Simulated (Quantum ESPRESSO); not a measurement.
**SiPb (Pm-3m): from the cell to the phonon bands**

How does SiPb (Pm-3m) vibrate, and is this structure a minimum?

Program: Quantum ESPRESSO 7.5. Level of theory: DFT LDA, scalar-relativistic, plane waves, PseudoDojo norm-conserving pseudopotentials. Results are calculated unless marked as measured.

The structure was built from a prototype and need not be the compound's stable phase.

## (1) Set-up

It takes space group Pm-3m (No. 221, cubic). Conventional cell: a = 3.272 Å, b = 3.272 Å, c = 3.272 Å, α = 90.00°, β = 90.00°, γ = 90.00°. Nearest to Pb lie 8 Si at 2.83 Å. Nearest to Si lie 8 Pb at 2.83 Å. Farther neighbours are not listed.

## (2) A probe with smearing

Before anything dear is run, a loose run with smearing shows whether this is a metal and how far the cell is from rest.

The input, probe.in:

```
 &control
    calculation='scf',
    prefix='x',
    outdir='./tmp',
    pseudo_dir='./pseudo',
    tprnfor=.true.,
    tstress=.true.,
    verbosity='high',
 /
 &system
    ibrav=1,
    celldm(1)=6.18397756,
    nat=2,
    ntyp=2,
    ecutwfc=56.0,
    occupations='smearing',
    smearing='gaussian',
    degauss=0.01,
 /
 &electrons
    conv_thr=1.0d-07,
    mixing_beta=0.7,
    electron_maxstep=100,
 /
ATOMIC_SPECIES
 Pb    207.2000  Pb.upf
 Si     28.0850  Si.upf
ATOMIC_POSITIONS crystal
 Pb     0.000000000   0.000000000   0.000000000
 Si     0.500000000   0.500000000   0.500000000
K_POINTS automatic
 6 6 6 0 0 0
```

The run is started by

```bash
$ OMP_NUM_THREADS=1 mpirun -n 4 pw.x -nk 4 -in probe.in > probe.out
```

The program printed:

```text
[banners, grids, parts of the stress and lines that vanish by symmetry left out]
Program PWSCF v.7.5
     bravais-lattice index     =            1
     lattice parameter (alat)  =       6.1840  a.u.
[...]
kinetic-energy cutoff     =      56.0000  Ry
     charge density cutoff     =     224.0000  Ry
     scf convergence threshold =      1.0E-07
[...]
Exchange-correlation= SLA  PW   NOGX NOGC
                           (   1   4   0   0   0   0   0)
[...]
48 Sym. Ops., with inversion, found
[...]
(     0          1          0      )
                  (     0          0          1      )
[...]
(  0.0000000  1.0000000  0.0000000 )
                  (  0.0000000  0.0000000  1.0000000 )
[...]
(     0         -1          0      )
                  (     0          0          1      )
[...]
(  0.0000000 -1.0000000  0.0000000 )
[...]
(     0          0          1      )
                  (     1          0          0      )
[...]
( -1.0000000  0.0000000  0.0000000 )
                  (  0.0000000  1.0000000  0.0000000 )
[...]
number of k points=    20  Gaussian smearing, width (Ry)=  0.0100
[...]
End of self-consistent calculation
[...]
the Fermi energy is    14.6508 ev
!    total energy              =    -148.92140052 Ry
[...]
convergence has been achieved in   6 iterations
[...]
atom    1 type  1   force =     0.00000000    0.00000000    0.00000000
     atom    2 type  2   force =     0.00000000    0.00000000    0.00000000
[...]
Total force =     0.000000     Total SCF correction =     0.000000
[...]
total   stress  (Ry/bohr**3)                   (kbar)     P=      291.40
[...]
XML data file, charge density, pseudopotentials, collected wavefunctions

   JOB DONE.
```

It took 2 s on 4 MPI ranks of Arm Neoverse V1, shared host.

Read from the output:

* volume per atom: 17.52 Å³
* pressure: 29.14 GPa
* gap on the k-mesh: 0 eV

No gap opens on this mesh, so smearing is kept; the start stands at 29 GPa.

## (3) Relaxing the cell and atoms

The relaxation runs at a cutoff a fifth above that of the response, since stress converges more slowly with the basis than frequencies do. Forces and stress are brought to rest with tight thresholds.

The input, relax.in:

```
 &control
    calculation='vc-relax',
    prefix='x',
    outdir='./tmp',
    pseudo_dir='./pseudo',
    tprnfor=.true.,
    tstress=.true.,
    forc_conv_thr=2.0d-05,
    etot_conv_thr=1.0d-07,
    nstep=40,
 /
 &system
    ibrav=1,
    celldm(1)=6.18397756,
    nat=2,
    ntyp=2,
    ecutwfc=67,
    occupations='smearing',
    smearing='mv',
    degauss=0.02,
 /
 &electrons
    conv_thr=1.0d-11,
    mixing_beta=0.7,
    electron_maxstep=100,
 /
 &ions
 /
 &cell
    press_conv_thr=0.2,
 /
ATOMIC_SPECIES
 Pb    207.2000  Pb.upf
 Si     28.0850  Si.upf
ATOMIC_POSITIONS crystal
 Pb     0.000000000   0.000000000   0.000000000
 Si     0.500000000   0.500000000   0.500000000
K_POINTS automatic
 10 10 10 0 0 0
```

The run is started by

```bash
$ OMP_NUM_THREADS=1 mpirun -n 4 pw.x -nk 4 -in relax.in > relax.out
```

The program printed:

```text
[banners, grids, parts of the stress and lines that vanish by symmetry left out]
[banner, memory and clock lines left out]
Program PWSCF v.7.5

[...]
kinetic-energy cutoff     =      67.0000  Ry
     charge density cutoff     =     268.0000  Ry
     scf convergence threshold =      1.0E-11
[...]
energy convergence thresh.=      1.0E-07
     force convergence thresh. =      2.0E-05
     press convergence thresh. =      2.0E-01
     Exchange-correlation= SLA  PW   NOGX NOGC
                           (   1   4   0   0   0   0   0)
[...]
48 Sym. Ops., with inversion, found
[...]
number of k points=    56  Marzari-Vanderbilt smearing, width (Ry)=  0.0200
[...]
End of self-consistent calculation
[...]
the Fermi energy is    15.0971 ev
!    total energy              =    -148.92063194 Ry
[...]
convergence has been achieved in   9 iterations
[...]
atom    1 type  1   force =     0.00000000    0.00000000    0.00000000
     atom    2 type  2   force =     0.00000000    0.00000000    0.00000000
     Total force =     0.000000     Total SCF correction =     0.000000
[...]
total   stress  (Ry/bohr**3)                   (kbar)     P=      275.28
[...]
number of bfgs steps    =   0
[...]
CELL_PARAMETERS (alat=  6.18397756)
[...]
ATOMIC_POSITIONS (crystal)
Pb               0.0000000000        0.0000000000        0.0000000000
Si               0.5000000000        0.5000000000        0.5000000000
[...]
New effective cutoffs (rho, wfc):  244.01   61.14
[...]
End of self-consistent calculation
[...]
the Fermi energy is    12.5953 ev
!    total energy              =    -148.96085582 Ry
[...]
convergence has been achieved in   9 iterations
[...]
atom    1 type  1   force =     0.00000000    0.00000000    0.00000000
     atom    2 type  2   force =     0.00000000    0.00000000    0.00000000
     Total force =     0.000000     Total SCF correction =     0.000000
[...]
total   stress  (Ry/bohr**3)                   (kbar)     P=       86.55
[...]
number of bfgs steps    =   1
[...]
CELL_PARAMETERS (alat=  6.18397756)
[...]
ATOMIC_POSITIONS (crystal)
Pb               0.0000000000        0.0000000000        0.0000000000
Si               0.5000000000        0.5000000000        0.5000000000
[...]
New effective cutoffs (rho, wfc):  232.94   58.37
[...]
End of self-consistent calculation
[...]
the Fermi energy is    11.4483 ev
!    total energy              =    -148.96801784 Ry
[...]
convergence has been achieved in   9 iterations
[...]
atom    1 type  1   force =     0.00000000    0.00000000    0.00000000
     atom    2 type  2   force =     0.00000000    0.00000000    0.00000000
     Total force =     0.000000     Total SCF correction =     0.000000
[...]
total   stress  (Ry/bohr**3)                   (kbar)     P=       25.08
[...]
number of bfgs steps    =   2
[...]
CELL_PARAMETERS (alat=  6.18397756)
[...]
ATOMIC_POSITIONS (crystal)
[...]
New effective cutoffs (rho, wfc):  228.35   57.22
[...]
End of self-consistent calculation
[...]
the Fermi energy is    10.9796 ev
!    total energy              =    -148.96887694 Ry
[...]
CELL_PARAMETERS (alat=  6.18397756)
[...]
ATOMIC_POSITIONS (crystal)
[...]
New effective cutoffs (rho, wfc):  227.43   56.99
[...]
End of self-consistent calculation
[...]
the Fermi energy is    10.8862 ev
!    total energy              =    -148.96890426 Ry
[...]
convergence has been achieved in   7 iterations
[...]
atom    1 type  1   force =     0.00000000    0.00000000    0.00000000
     atom    2 type  2   force =     0.00000000    0.00000000    0.00000000
     Total force =     0.000000     Total SCF correction =     0.000000
[...]
total   stress  (Ry/bohr**3)                   (kbar)     P=        0.27
[...]
number of bfgs steps    =   4
[...]
CELL_PARAMETERS (alat=  6.18397756)
[...]
ATOMIC_POSITIONS (crystal)
[...]
New effective cutoffs (rho, wfc):  227.36   56.97
[...]
End of self-consistent calculation
[...]
the Fermi energy is    10.8798 ev
!    total energy              =    -148.96890438 Ry
[...]
convergence has been achieved in   5 iterations
[...]
atom    1 type  1   force =     0.00000000    0.00000000    0.00000000
     atom    2 type  2   force =     0.00000000    0.00000000    0.00000000
     Total force =     0.000000     Total SCF correction =     0.000000
[...]
total   stress  (Ry/bohr**3)                   (kbar)     P=        0.00
[...]
number of bfgs steps    =   5
[...]
small trust_radius: resetting bfgs history
[...]
CELL_PARAMETERS (alat=  6.18397756)
[...]
ATOMIC_POSITIONS (crystal)
[...]
New effective cutoffs (rho, wfc):  227.36   56.97
[...]
End of self-consistent calculation
[...]
the Fermi energy is    10.8798 ev
!    total energy              =    -148.96890438 Ry
[...]
convergence has been achieved in   1 iterations
[...]
atom    1 type  1   force =     0.00000000    0.00000000    0.00000000
     atom    2 type  2   force =     0.00000000    0.00000000    0.00000000
     Total force =     0.000000     Total SCF correction =     0.000000
[...]
total   stress  (Ry/bohr**3)                   (kbar)     P=        0.00
[...]
bfgs converged in   7 scf cycles and   6 bfgs steps
[...]
End of BFGS Geometry Optimization
     Final enthalpy           =    -148.9689043787 Ry
     File ./tmp/x.bfgs deleted, as requested
[...]
CELL_PARAMETERS (alat=  6.18397756)
[...]
ATOMIC_POSITIONS (crystal)
Pb               0.0000000000        0.0000000000        0.0000000000
Si               0.5000000000        0.5000000000        0.5000000000
[...]
Final scf calculation at the relaxed structure.
[...]
kinetic-energy cutoff     =      67.0000  Ry
     charge density cutoff     =     268.0000  Ry
     scf convergence threshold =      1.0E-13
[...]
press convergence thresh. =      2.0E-01
     Exchange-correlation= SLA  PW   NOGX NOGC
                           (   1   4   0   0   0   0   0)
[...]
48 Sym. Ops., with inversion, found
[...]
number of k points=    56  Marzari-Vanderbilt smearing, width (Ry)=  0.0200
[...]
c_bands:  1 eigenvalues not converged
     c_bands:  1 eigenvalues not converged
     c_bands:  2 eigenvalues not converged
     c_bands:  1 eigenvalues not converged
     c_bands:  1 eigenvalues not converged
     c_bands:  1 eigenvalues not converged
     c_bands:  1 eigenvalues not converged
[...]
End of self-consistent calculation
[...]
the Fermi energy is    10.8797 ev
!    total energy              =    -148.96893984 Ry
[...]
convergence has been achieved in  10 iterations
[...]
atom    1 type  1   force =     0.00000000    0.00000000    0.00000000
     atom    2 type  2   force =     0.00000000    0.00000000    0.00000000
     Total force =     0.000000     Total SCF correction =     0.000000
[...]
total   stress  (Ry/bohr**3)                   (kbar)     P=        0.05
[...]
XML data file, charge density, pseudopotentials, collected wavefunctions
```

It took 45 s on 4 MPI ranks.

Step by step:

```csv
step,energy less that of the first step (eV),largest force (eV/Å),pressure (GPa),volume (Å³)
1,0.0000,0.0000,27.53,35.04
2,-0.5473,0.0000,8.65,40.20
3,-0.6447,0.0000,2.51,43.09
4,-0.6564,0.0000,0.42,44.40
5,-0.6568,0.0000,0.03,44.67
6,-0.6568,0.0000,0.00,44.69
7,-0.6568,0.0000,0.00,44.69
8,-0.6573,0.0000,0.01,44.69
```

```csv
"conventional cell, symmetrised",before,after,change
a (Å),3.272,3.549,+8.4 %
b (Å),3.272,3.549,+8.4 %
c (Å),3.272,3.549,+8.4 %
volume (Å³/atom),17.52,22.34,+27.5 %
```

Final coordinates:

```
CELL_PARAMETERS angstrom
3.54870 0.00000 0.00000
0.00000 3.54870 0.00000
0.00000 0.00000 3.54870
ATOMIC_POSITIONS crystal
Pb 0.00000 0.00000 0.00000
Si 0.50000 0.50000 0.50000
```

The last row of the table of steps is pw.x's closing run on a basis chosen anew for the final cell, so its energy can jump.

Read from the output:

```
volume per atom : 22.34 Å³
pressure        : 0.005 GPa
```

The volume changes by +27.5 % from the cell with which this run began.

## (4) Ground state

The response is built on this ground state, so it is converged far tighter than an energy would need. Smearing stays on, as the first look found no gap above 0.3 eV.

The input, scf.in:

```
 &control
    calculation='scf',
    prefix='x',
    outdir='./tmp',
    pseudo_dir='./pseudo',
    tprnfor=.true.,
    tstress=.true.,
 /
 &system
    ibrav=1,
    celldm(1)=6.70607305,
    nat=2,
    ntyp=2,
    ecutwfc=56.0,
    occupations='smearing',
    smearing='mv',
    degauss=0.02,
 /
 &electrons
    conv_thr=1.0d-12,
    mixing_beta=0.7,
    electron_maxstep=100,
 /
ATOMIC_SPECIES
 Pb    207.2000  Pb.upf
 Si     28.0850  Si.upf
ATOMIC_POSITIONS crystal
 Pb     0.000000000   0.000000000   0.000000000
 Si     0.500000000   0.500000000   0.500000000
K_POINTS automatic
 10 10 10 0 0 0
```

The run is started by

```bash
$ OMP_NUM_THREADS=1 mpirun -n 4 pw.x -nk 4 -in scf.in > scf.out
```

The program printed:

```text
[banners, grids, parts of the stress and lines that vanish by symmetry left out]
[banner, memory and clock lines left out]
Program PWSCF v.7.5

[...]
kinetic-energy cutoff     =      56.0000  Ry
     charge density cutoff     =     224.0000  Ry
     scf convergence threshold =      1.0E-12
[...]
Exchange-correlation= SLA  PW   NOGX NOGC
                           (   1   4   0   0   0   0   0)
[...]
48 Sym. Ops., with inversion, found
[...]
number of k points=    56  Marzari-Vanderbilt smearing, width (Ry)=  0.0200
[...]
End of self-consistent calculation
[...]
the Fermi energy is    10.8798 ev
!    total energy              =    -148.96890160 Ry
[...]
convergence has been achieved in   9 iterations
[...]
atom    1 type  1   force =     0.00000000    0.00000000    0.00000000
     atom    2 type  2   force =     0.00000000    0.00000000    0.00000000
     Total force =     0.000000     Total SCF correction =     0.000000
[...]
total   stress  (Ry/bohr**3)                   (kbar)     P=        0.02
[...]
XML data file, charge density, pseudopotentials, collected wavefunctions
```

Elapsed: 4.9 s, on 4 MPI ranks; 19 s of CPU time.

Numbers from this step:

```yaml
pressure: 0.002 GPa
```

The cell stands at 0.002 GPa, close enough for phonons.

## (5) Levels on a dense mesh

The coupling is a sum over pairs of states at the Fermi level and needs a much denser mesh than the density does.

scf_fit.in, as its differences from scf.in of step 4:

```diff
@@ -17,5 +17,6 @@
     degauss=0.02,
+    la2F=.true.,
  /
  &electrons
-    conv_thr=1.0d-12,
+    conv_thr=1.0d-10,
     mixing_beta=0.7,
@@ -30,2 +31,2 @@
 K_POINTS automatic
- 10 10 10 0 0 0
+ 20 20 20 0 0 0
```

The run is started by

```bash
$ OMP_NUM_THREADS=1 mpirun -n 4 pw.x -nk 4 -in scf_fit.in > scf_fit.out
```

The program printed:

```text
[banners, grids, parts of the stress and lines that vanish by symmetry left out]
[banner, memory and clock lines left out]
Program PWSCF v.7.5

[...]
kinetic-energy cutoff     =      56.0000  Ry
     charge density cutoff     =     224.0000  Ry
     scf convergence threshold =      1.0E-10
[...]
Exchange-correlation= SLA  PW   NOGX NOGC
                           (   1   4   0   0   0   0   0)
[...]
48 Sym. Ops., with inversion, found
[...]
number of k points=   286  Marzari-Vanderbilt smearing, width (Ry)=  0.0200
[...]
End of self-consistent calculation
[...]
the Fermi energy is    10.8734 ev
!    total energy              =    -148.96976323 Ry
[...]
convergence has been achieved in   8 iterations
[...]
atom    1 type  1   force =     0.00000000    0.00000000    0.00000000
     atom    2 type  2   force =     0.00000000    0.00000000    0.00000000
     Total force =     0.000000     Total SCF correction =     0.000000
[...]
total   stress  (Ry/bohr**3)                   (kbar)     P=        1.28
[...]
XML data file, charge density, pseudopotentials, collected wavefunctions
```

It took 19 s on 4 MPI ranks; 77 s of CPU time.

This step gave:

```
pressure : 0.128 GPa
```

## (6) Ground state

The run on the dense mesh left its levels for the electron-phonon sums; ph.x needs the ground state on the coarse mesh, so pw.x runs once more in the same folder.

scf.in is that of step 4.

The run is started by

```bash
$ OMP_NUM_THREADS=1 mpirun -n 4 pw.x -nk 4 -in scf.in > scf.out
```

The program printed:

```text
[banners, grids, parts of the stress and lines that vanish by symmetry left out]
[banner, memory and clock lines left out]
Program PWSCF v.7.5

[...]
kinetic-energy cutoff     =      56.0000  Ry
     charge density cutoff     =     224.0000  Ry
     scf convergence threshold =      1.0E-12
[...]
Exchange-correlation= SLA  PW   NOGX NOGC
                           (   1   4   0   0   0   0   0)
[...]
48 Sym. Ops., with inversion, found
[...]
number of k points=    56  Marzari-Vanderbilt smearing, width (Ry)=  0.0200
[...]
End of self-consistent calculation
[...]
the Fermi energy is    10.8798 ev
!    total energy              =    -148.96890160 Ry
[...]
convergence has been achieved in   9 iterations
[...]
atom    1 type  1   force =     0.00000000    0.00000000    0.00000000
     atom    2 type  2   force =     0.00000000    0.00000000    0.00000000
     Total force =     0.000000     Total SCF correction =     0.000000
[...]
total   stress  (Ry/bohr**3)                   (kbar)     P=        0.02
[...]
XML data file, charge density, pseudopotentials, collected wavefunctions
```

Wall time 4.9 s (4 MPI ranks).

Read from the output:

* pressure: 0.002 GPa

(Part 1 of 3 ends here.)

[Host names and launcher messages were left out of these logs when they were recorded.]

[Logs are printed without paths, hosts, clocks, repeated set-up lines and the standing remarks that a program may print on its own settings, such as how far it seeks lower states.]

[Hosts, paths, dates, database ids (printed as entryN), source tags and the programs' standing remarks are cut or masked in the printed files.]
